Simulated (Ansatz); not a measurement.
**Bands, cutoff and cost in G0W0 for SrWO4 (I4_1/a)**

Wanted: a G0W0 gap for SrWO4 (I4_1/a) that is converged in bands and cutoff, or an estimate of the limit.

Main program and level: Ansatz 0.2.0; G0W0 on LDA, plane waves, PAW.

## Step 1: Set-up

It takes space group I4_1/a (No. 88, tetragonal). The conventional cell has a = 5.440 Å, b = 5.440 Å, c = 11.940 Å, α = 90.00°, β = 90.00°, γ = 90.00°. Nearest to Sr lie 8 O at 2.58 to 2.62 Å. W has 4 O at 1.80 Å nearest. O has 1 W at 1.80 Å and 2 Sr at 2.58 to 2.62 Å nearest. Farther neighbours and most contacts between anions are not listed.

The cell and positions are those that the Materials Project relaxed with its own functionals (PBE, PBE+U or r2SCAN), kept fixed. Spin-orbit coupling is left out unless a step names it. The default PAW set here is soft_2. Its files were made with PBE.

## Step 2: 159 empty bands, screening to 54 eV

G0W0 replaces the xc potential by the self-energy, built once from these orbitals. Only a window of levels is corrected, while the sums run over the empty bands that the input names.

File input.yaml:

```yaml
crystal:
  lattice:
    - [-2.7201121709, 2.7201121709, 5.9699255756]
    - [2.7201121709, -2.7201121709, 5.9699255756]
    - [2.7201121709, 2.7201121709, -5.9699255756]
  atoms:
    - { symbol: Sr, position: [0.75, 0.25, 0.5] }
    - { symbol: Sr, position: [0.0, 0.0, 0.0] }
    - { symbol: W, position: [0.25, 0.75, 0.5] }
    - { symbol: W, position: [0.5, 0.5, 0.0] }
    - { symbol: O, position: [0.44084291, 0.81857378, 0.09339807] }
    - { symbol: O, position: [0.56857378, 0.97517571, 0.87773087] }
    - { symbol: O, position: [0.09744484, 0.69084291, 0.12226913] }
    - { symbol: O, position: [0.72517571, 0.34744484, 0.90660193] }
    - { symbol: O, position: [0.02482429, 0.90255516, 0.59339807] }
    - { symbol: O, position: [0.65255516, 0.55915709, 0.37773087] }
    - { symbol: O, position: [0.18142622, 0.27482429, 0.62226913] }
    - { symbol: O, position: [0.30915709, 0.43142622, 0.40660193] }
kpoints:
  mp_grid: { grid: [4, 4, 4] }
hamiltonian:
  xc: lda
scf:
  occupations: { method: fixed }
gw:
  n_empty_bands: 159
  ecut_chi: 54
  qp_bands: [v4, c4]
  qp_kpoints: band_edges
  screening: { model: contour_deformation }
```

On the command line:

```bash
$ ansatz run input.yaml --threads 3 --pin off --max-ram 92160MiB --backend cuda --events-out ev --progress --plain --runs-dir out --devices 1 --max-vram 13GiB  # rebuilt from the run's record
```

Numbers of over 12 decimals in the logs are rounded to 6 here.

The program printed:

```text
GPUs: using 1 of 1 available (devices: 1).
Engine: ansatz 0.2.0, x86_64-unknown-linux-gnu
Pseudopotentials: kind: paw
Pseudopotential: Sr, paw, valence charge 10, recommended cutoff 420 eV (normal), Sr.paw.azcp
Pseudopotential: W, paw, valence charge 14, recommended cutoff 420 eV (normal), W.paw.azcp
Pseudopotential: O, paw, valence charge 6, recommended cutoff 420 eV (normal), O.paw.azcp
Functional definition: SPW92
  exchange = slater_x
  correlation = pw_c
device memory: the entry about to start is reckoned to put 4.2 GiB on a device that reports 53.4 GiB free (of which the cap on the GPU budget leaves the run 13.0 GiB)
GPU FFT provider: cuFFT
GPU libraries: cuBLAS 13.8.2, cuFFT 12.4.0, cuSOLVER 12.3.4
Crystal: 12 atoms, lattice volume = 176.686 Å³
Basis set: ecut = 420 eV, 3435 PW (Γ)
Bands: 60, of which v1, the nominal top of the filled ones, is band 48 counted from 1 (47 counted from 0)
Symmetry: 8 space group operations
Space group: I41/a (ITA 88), of the structure as read, at distance tolerance 5.6e-5 Å
k-points: 14 of 64
Non-local potential: Sr, projectors of the file, l = 0: 3, l = 1: 2, l = 2: 2
Non-local potential: W, projectors of the file, l = 0: 3, l = 1: 2, l = 2: 2, l = 3: 1
Non-local potential: O, projectors of the file, l = 0: 2, l = 1: 2, l = 2: 1
PAW form: soft (Blöchl's): semilocal exchange-correlation on the pseudo side does not see the compensation charge
PAW frozen core: Sr, regenerated for the run's functional, and the local potential with it (the file was generated under x = pbe(κ = 0.804, μ = 0.219515), c = pbe(β = 0.066725))
PAW frozen core: W, regenerated for the run's functional, and the local potential with it (the file was generated under x = pbe(κ = 0.804, μ = 0.219515), c = pbe(β = 0.066725))
PAW frozen core: O, regenerated for the run's functional, and the local potential with it (the file was generated under x = pbe(κ = 0.804, μ = 0.219515), c = pbe(β = 0.066725))
PAW one-centre angular grid: Sr, 110 points (default); XC on 64 Gauss nodes
PAW one-centre angular grid: W, 590 points (default); XC on 64 Gauss nodes
PAW one-centre angular grid: O, 110 points (default); XC on 64 Gauss nodes
Initial density: superposition of atomic densities (neutral atoms: chi_scale 0, normalization atom), corrected by the library's trained network
Initial wavefunctions: pseudopotential atomic-orbital guess
GPU buffer pool allocated for 110592 grid points (all kernels)
GPU transforms: local potential and band sums: pruned to the plane-wave sphere, on 48×48×48
Functional: x = slater, c = lda
SCF iter   1: F=—  HF=-31602.612229 eV  |F-HF|=—  |Δ(HF+E_count)|=         —  Δρ=1.77e-2  dr2=5.36e-1  ethr=1.77e-3  ⟨swp⟩=5.1  Hψ=3290  notcnv=0  defer=128
preconditioner: auto → Resta (q_TF=auto, 2.465 Å⁻¹)  ε∞=4.6  [insulator: Δε(μ)=4.120 eV  Ē_g=12.833 eV  n_scr=36 (ndim 8)  ℏωp=24.4 eV  f_vac=0.051  ε∞_Penn≈4.6]
SCF iter   2: F=—  HF=-31602.512484 eV  |F-HF|=—  |Δ(HF+E_count)|=   9.97e-2  Δρ=7.43e-3  dr2=9.36e-2  ethr=5.58e-4  ⟨swp⟩=2.1  Hψ=1401  notcnv=0  defer=123
SCF iter   3: F=—  HF=-31602.494425 eV  |F-HF|=—  |Δ(HF+E_count)|=   1.81e-2  Δρ=2.39e-3  dr2=9.07e-3  ethr=9.75e-5  ⟨swp⟩=2.1  Hψ=1122  notcnv=0  defer=140
SCF iter   4: F=—  HF=-31602.491923 eV  |F-HF|=—  |Δ(HF+E_count)|=   2.50e-3  Δρ=4.03e-4  dr2=3.04e-4  ethr=9.45e-6  ⟨swp⟩=3.0  Hψ=1120  notcnv=0  defer=140
SCF iter   5: F=—  HF=-31602.491919 eV  |F-HF|=—  |Δ(HF+E_count)|=   4.61e-6  Δρ=7.94e-5  dr2=1.53e-5  ethr=3.17e-7  ⟨swp⟩=2.1  Hψ=1034  notcnv=0  defer=140
SCF iter   6: F=—  HF=-31602.491921 eV  |F-HF|=—  |Δ(HF+E_count)|=   2.50e-6  Δρ=2.35e-5  dr2=1.13e-6  ethr=1.60e-8  ⟨swp⟩=2.5  Hψ=1374  notcnv=0  defer=116
SCF iter   7: F=-31602.491921 eV  HF=-31602.491921 eV  |F-HF|=7.30e-9  |Δ(HF+E_count)|=   8.92e-8  Δρ=4.82e-6  dr2=5.22e-8  ethr=1.04e-10  ⟨swp⟩=13.1  Hψ=4034  notcnv=0
SCF 1 converged in 7 iterations: F = -31602.491921 eV  dr2 = 5.22e-8
  greatest PAW one-centre occupation: 1.000 electrons in one spin orbital (limit 2), on the W atom at site 3 (counted from 0), in its partial waves of l = 0
device memory: the entry about to start is reckoned to put 5.3 GiB (of the 5.4 GiB reckoned in all, the device holds 0.1 GiB already) on a device that reports 53.3 GiB free (of which the cap on the GPU budget leaves the run 12.9 GiB)
NSCF: frozen V_eff on 14 k-points
the band table was solved once the SCF had ended and its energy, with any forces and stress, was formed, with the checks that follow a solve (3216 applications of the Hamiltonian). They found nothing against the state; the energy, forces and stress were not computed again (output.eigenvalues in the input reference)
device memory: the entry about to start is reckoned to put 4.2 GiB on a device that reports 53.4 GiB free (of which the cap on the GPU budget leaves the run 13.0 GiB)
NSCF: frozen V_eff on 14 k-points
G₀W₀ screening: q 1/14
[... further progress lines ...]
device memory: the entry about to start is reckoned to put 1.3 GiB on a device that reports 60.0 GiB free (of which the cap on the GPU budget leaves the run 13.0 GiB)
NSCF: frozen V_eff on 1 k-points
device memory: the entry about to start is reckoned to put 1.2 GiB on a device that reports 60.0 GiB free (of which the cap on the GPU budget leaves the run 13.0 GiB)
NSCF: frozen V_eff on 1 k-points
SCF converged after 7 iterations
Free energy (F): -31602.491921 eV
Harris-Foulkes:  -31602.491921 eV  (|F-HF|=7.30e-9)
Internal energy: -31602.491921 eV  (E = F + TS)
E sigma→0 (E₀):  -31602.491921 eV
Fermi energy:    6.167227 eV
--- Per-component energies (eV) ---
  E_band       = -797.058169
  E_kinetic    = 2770.744106
  E_local      = -6775.917119  (includes V_loc(G=0)·N_el)
  E_nonlocal   = 822.100726
  E_hartree    = 2281.418010
  E_xc         = -1446.636570
  E_vxc        = -1538.498149  (∫ρ·V_xc dr)
  E_paw        = -22988.220614  (= ΣΔE_a)
  E_vpaw       = -638.345415  (= ΣTr[D̂ρ^β])
  E_aug_tail   = 0.019861  (compensation charges beyond the density's cutoff)
  E_ewald      = -6267.930270
  E_core_change = 1.929949  (= ΣΔE_core)
  E_smearing   = -0.000000  (= −TS)
  E_closure    = 0.000000  (closes the sum)
  Σ components = -31602.491921   (vs F -31602.491921, Δ=0.00e0)
--- Band table (eV; the first three rows and the last of 14) ---
  k-point 0: bands = [... 44 lower, 5.4406, 5.8559, 6.1672, 6.1672, 10.5025, 10.8718, 11.1029, 11.1868, ... 8 higher]
  k-point 1: bands = [... 44 lower, 5.7306, 5.7515, 5.7754, 6.0366, 10.6754, 10.9713, 11.0047, 11.2848, ... 8 higher]
  k-point 2: bands = [... 44 lower, 5.7384, 5.7384, 5.7937, 5.7937, 10.7190, 10.7190, 11.1987, 11.1987, ... 8 higher]
  k-point 13: bands = [... 44 lower, 5.8252, 5.8252, 6.0866, 6.0866, 10.6081, 10.6081, 10.8963, 10.8963, ... 8 higher]
--- G₀W₀: contour deformation, 6 samples at zero and on the imaginary axis and 0 off it, 64 q-points, 159 empty bands' worth ---
  eigenvalues of the whole cell's RPA ε∞ on this k-mesh (on a slab, of 1 + 4πα/V) = 3.4857, 3.4857, 3.5389; static W/v taken at q = 0 is 0.285660
  bands read: the sum over 207 bands ends inside a degenerate multiplet in 3 slots, whose members it reads at an even weight; the widest, k=2: bands 207 to 208 (counted from 1) at 1/2 each
  gw.qp_kpoints: band_edges: 14 of 14 stored k-points solved, in 1 pass; an edge of the gap read off the rows below is read off those points alone
    ik  band        ε_KS         Σx   Σc(E_QP)       V_xc       Z   E_QP_lin       E_QP  E_QP is
     0    45      5.4406   -25.1477     4.5338   -20.2208  0.7618     5.0454     5.0475  root
     0    46      5.8559   -25.3955     4.5779   -20.4698  0.7615     5.5066     5.5081  root
     0    47      6.1672   -25.7519     4.5869   -20.8418  0.7622     5.8427     5.8440  root
     0    48      6.1672   -25.7519     4.5869   -20.8418  0.7622     5.8427     5.8440  root
     0    49     10.5025   -14.9513    -3.8203   -20.8230  0.8082    12.6001    12.5540  root
     0    50     10.8718   -15.3188    -3.7479   -21.1376  0.8068    12.9905    12.9427  root
     0    51     11.1029   -15.3338    -3.6585   -21.0448  0.7994    13.2058    13.1554  root
     0    52     11.1868   -16.1885    -3.6362   -21.9705  0.8000    13.3870    13.3326  root
     1    45      5.7306   -25.2498     4.5801   -20.2856  0.7611     5.3446     5.3465  root
     1    46      5.7515   -25.5000     4.5659   -20.5696  0.7623     5.3853     5.3870  root
     1    47      5.7754   -25.2992     4.6060   -20.3136  0.7612     5.3940     5.3959  root
     1    48      6.0366   -25.5767     4.5962   -20.6397  0.7611     5.6944     5.6959  root
     1    49     10.6754   -15.3402    -3.7106   -21.1306  0.8045    12.8036    12.7552  root
     1    50     10.9713   -16.0314    -3.6196   -21.7834  0.7983    13.1576    13.1037  root
     1    51     11.0047   -15.7503    -3.6791   -21.5326  0.8031    13.1583    13.1079  root
     1    52     11.2848   -16.5916    -3.5723   -22.3281  0.7962    13.5059    13.4490  root
     2    45      5.7384   -25.3246     4.6189   -20.3213  0.7597     5.3520     5.3540  root
     2    46      5.7384   -25.3246     4.6189   -20.3213  0.7597     5.3520     5.3540  root
     2    47      5.7937   -25.3470     4.5717   -20.4053  0.7617     5.4219     5.4237  root
     2    48      5.7937   -25.3470     4.5717   -20.4053  0.7617     5.4219     5.4237  root
     2    49     10.7190   -15.4290    -3.6262   -21.1469  0.8036    12.8591    12.8106  root
     2    50     10.7190   -15.4290    -3.6262   -21.1469  0.8036    12.8591    12.8106  root
     2    51     11.1987   -16.3414    -3.5984   -22.0891  0.7980    13.4029    13.3480  root
     2    52     11.1987   -16.3414    -3.5984   -22.0891  0.7980    13.4029    13.3480  root
[...]
13    45      5.8252   -25.4153     4.5585   -20.4988  0.7614     5.4656     5.4672  root
    13    46      5.8252   -25.4153     4.5585   -20.4988  0.7614     5.4656     5.4672  root
    13    47      6.0866   -25.6787     4.5840   -20.7629  0.7623     5.7533     5.7548  root
    13    48      6.0866   -25.6787     4.5840   -20.7629  0.7623     5.7533     5.7548  root
    13    49     10.6081   -14.5090    -3.7615   -20.2813  0.8099    12.6624    12.6190  root
    13    50     10.6081   -14.5090    -3.7615   -20.2813  0.8099    12.6624    12.6190  root
    13    51     10.8963   -15.5232    -3.6990   -21.3128  0.8055    13.0357    12.9869  root
    13    52     10.8963   -15.5232    -3.6990   -21.3128  0.8055    13.0357    12.9869  root
```

It took 14 s on 1 × NVIDIA H100 80GB HBM3 (shared by 6 runs) with 3 threads of AMD EPYC 7R13 (Zen 3), shared host; peak memory 1.3 GiB.

Reading the cycles: dr2 is the Hartree energy of the density residual (eV), the measure of convergence; HF is the Harris–Foulkes estimate of the energy, which meets the free energy F at convergence.

Numbers from this step:

```
bands summed                                 : 207
RPA ε∞ on this mesh (eigenvalues)            : 3.486, 3.486, 3.539
plane waves in the screening matrix          : 155
q-points in the mesh                         : 64
G0W0 gap on the mesh                         : 6.710 eV
k of the valence top                         : 0, 0, 0
k of the conduction bottom                   : 0, 0, 0
starting gap on the mesh                     : 4.335 eV
Z at the valence top                         : 0.7622
Z at the conduction bottom                   : 0.8082
least direct G0W0 gap on the computed points : 6.710 eV
```

The gap on the mesh goes from 4.34 eV to 6.71 eV, a correction of +2.37 eV. Between the two edge states, bare exchange in place of the xc potential would open the gap by 10.78 eV, and correlation takes back 8.41 eV.

## Step 3: 450 empty bands, screening to 108 eV

Another rung: the empty bands reach about as high as the screening cutoff, so the two stay in balance.

input.yaml, as its differences from that of step 2:

```diff
@@ -25,4 +25,4 @@
 gw:
-  n_empty_bands: 159
-  ecut_chi: 54
+  n_empty_bands: 450
+  ecut_chi: 108
   qp_bands: [v4, c4]
```

The program printed:

```text
GPUs: using 1 of 1 available (devices: 1).
[...]
GPU FFT provider: cuFFT
GPU libraries: cuBLAS 13.8.2, cuFFT 12.4.0, cuSOLVER 12.3.4
Crystal: 12 atoms, lattice volume = 176.686 Å³
Basis set: ecut = 420 eV, 3435 PW (Γ)
Bands: 60, of which v1, the nominal top of the filled ones, is band 48 counted from 1 (47 counted from 0)
Symmetry: 8 space group operations
[...]
k-points: 14 of 64
[...]
GPU buffer pool allocated for 110592 grid points (all kernels)
[...]
SCF iter   1: F=—  HF=-31602.612229 eV  |F-HF|=—  |Δ(HF+E_count)|=         —  Δρ=1.77e-2  dr2=5.36e-1  ethr=1.77e-3  ⟨swp⟩=5.1  Hψ=3290  notcnv=0  defer=128
[...]
SCF iter   7: F=-31602.491921 eV  HF=-31602.491921 eV  |F-HF|=7.30e-9  |Δ(HF+E_count)|=   8.92e-8  Δρ=4.82e-6  dr2=5.22e-8  ethr=1.04e-10  ⟨swp⟩=13.1  Hψ=4034  notcnv=0
SCF 1 converged in 7 iterations: F = -31602.491921 eV  dr2 = 5.22e-8
[...]
NSCF: frozen V_eff on 14 k-points
[...]
G₀W₀ screening: q 1/14
[... further progress lines ...]
[...]
SCF converged after 7 iterations
Free energy (F): -31602.491921 eV
[...]
Internal energy: -31602.491921 eV  (E = F + TS)
E sigma→0 (E₀):  -31602.491921 eV
Fermi energy:    6.167227 eV
[...]
--- Band table (eV; the first three rows and the last of 14) ---
  k-point 0: bands = [... 44 lower, 5.4406, 5.8559, 6.1672, 6.1672, 10.5025, 10.8718, 11.1029, 11.1868, ... 8 higher]
  k-point 1: bands = [... 44 lower, 5.7306, 5.7515, 5.7754, 6.0366, 10.6754, 10.9713, 11.0047, 11.2848, ... 8 higher]
  k-point 2: bands = [... 44 lower, 5.7384, 5.7384, 5.7937, 5.7937, 10.7190, 10.7190, 11.1987, 11.1987, ... 8 higher]
  k-point 13: bands = [... 44 lower, 5.8252, 5.8252, 6.0866, 6.0866, 10.6081, 10.6081, 10.8963, 10.8963, ... 8 higher]
[...]
0    45      5.4406   -25.1477     4.2882   -20.2208  0.7536     4.7962     4.8020  root
     0    46      5.8559   -25.3955     4.3334   -20.4698  0.7531     5.2590     5.2637  root
     0    47      6.1672   -25.7519     4.3420   -20.8418  0.7532     5.5950     5.5991  root
     0    48      6.1672   -25.7519     4.3420   -20.8418  0.7532     5.5950     5.5991  root
     0    49     10.5025   -14.9513    -4.2003   -20.8230  0.8011    12.2031    12.1738  root
     0    50     10.8718   -15.3188    -4.1320   -21.1376  0.7995    12.5887    12.5585  root
     0    51     11.1029   -15.3338    -4.0168   -21.0448  0.7912    12.8297    12.7971  root
     0    52     11.1868   -16.1885    -4.0252   -21.9705  0.7919    12.9783    12.9437  root
[...]
13    49     10.6081   -14.5090    -4.1283   -20.2813  0.8030    12.2798    12.2520  root
    13    50     10.6081   -14.5090    -4.1283   -20.2813  0.8030    12.2798    12.2520  root
    13    51     10.8963   -15.5232    -4.0816   -21.3128  0.7980    12.6353    12.6043  root
    13    52     10.8963   -15.5232    -4.0816   -21.3128  0.7980    12.6353    12.6043  root
```

The job ended after 38 s (1 × NVIDIA H100 80GB HBM3 (shared by 6 runs) with 3 threads; peak memory 1.9 GiB).

Numbers from this step:

- bands summed: 498
- RPA ε∞ on this mesh (eigenvalues): 3.461, 3.461, 3.520
- plane waves in the screening matrix: 439
- q-points in the mesh: 64
- G0W0 gap on the mesh: 6.575 eV
- k of the valence top: 0, 0, 0
- k of the conduction bottom: 0, 0, 0
- starting gap on the mesh: 4.335 eV
- Z at the valence top: 0.7532
- Z at the conduction bottom: 0.8011
- least direct G0W0 gap on the computed points: 6.575 eV

Against the run with 4×4×4 mesh, 159 empty bands, screening to 54 eV, the gap moves by −0.14 eV.

## Step 4: 968 empty bands, screening to 180 eV

input.yaml, as its differences from that of step 3:

```diff
@@ -25,4 +25,4 @@
 gw:
-  n_empty_bands: 450
-  ecut_chi: 108
+  n_empty_bands: 968
+  ecut_chi: 180.0
   qp_bands: [v4, c4]
```

The program printed:

```text
GPUs: using 1 of 1 available (devices: 1).
[...]
GPU FFT provider: cuFFT
GPU libraries: cuBLAS 13.8.2, cuFFT 12.4.0, cuSOLVER 12.3.4
Crystal: 12 atoms, lattice volume = 176.686 Å³
Basis set: ecut = 420 eV, 3435 PW (Γ)
Bands: 60, of which v1, the nominal top of the filled ones, is band 48 counted from 1 (47 counted from 0)
Symmetry: 8 space group operations
[...]
k-points: 14 of 64
[...]
0    52     11.1868   -16.1885    -4.2786   -21.9705  0.7882    12.7150    12.6902  root
[...]
13    49     10.6081   -14.5090    -4.3482   -20.2813  0.7999    12.0526    12.0321  root
    13    50     10.6081   -14.5090    -4.3482   -20.2813  0.7999    12.0526    12.0321  root
    13    51     10.8963   -15.5232    -4.3210   -21.3128  0.7946    12.3873    12.3648  root
    13    52     10.8963   -15.5232    -4.3210   -21.3128  0.7946    12.3873    12.3648  root
[key lines of the parts left out:]
SCF converged after 7 iterations
Free energy (F): -31602.491921 eV
Fermi energy:    6.167227 eV
```

Wall time 2.7 min (1 × NVIDIA H100 80GB HBM3 (shared by 6 runs) with 3 threads); peak memory 3.4 GiB; 4.8 min of CPU time.

This step gave:

```yaml
bands_summed: 1016
rpa_eps_infinity_on_this_mesh_eigenvalues: 3.451, 3.451, 3.508
plane_waves_in_the_screening_matrix: 989
g0w0_gap_on_the_mesh: 6.594 eV
k_of_the_valence_top: 0, 0, 0
k_of_the_conduction_bottom: 0, 0, 0
starting_gap_on_the_mesh: 4.335 eV
least_direct_g0w0_gap_on_the_computed_points: 6.594 eV
```

Against the run with 4×4×4 mesh, 450 empty bands, screening to 108 eV, the gap moves by +0.019 eV.

(Part 1 of 2 ends here.)

[Paths, hosts, dates, memory and timing lines, banners, echoed tables and standing remarks are left out of the program output.]

[Logs are printed without paths, hosts, clocks, repeated set-up lines and the standing remarks that a program may print on its own settings, such as how far it seeks lower states.]

[Runs of the session that timed out or met a known fault of the program may be left out.]

[Cells called generated may have been cut or substituted from an entry of the Crystallography Open Database or the Materials Project.]

[Hosts, paths, dates, database ids (printed as entryN), source tags and the programs' standing remarks are cut or masked in the printed files.]
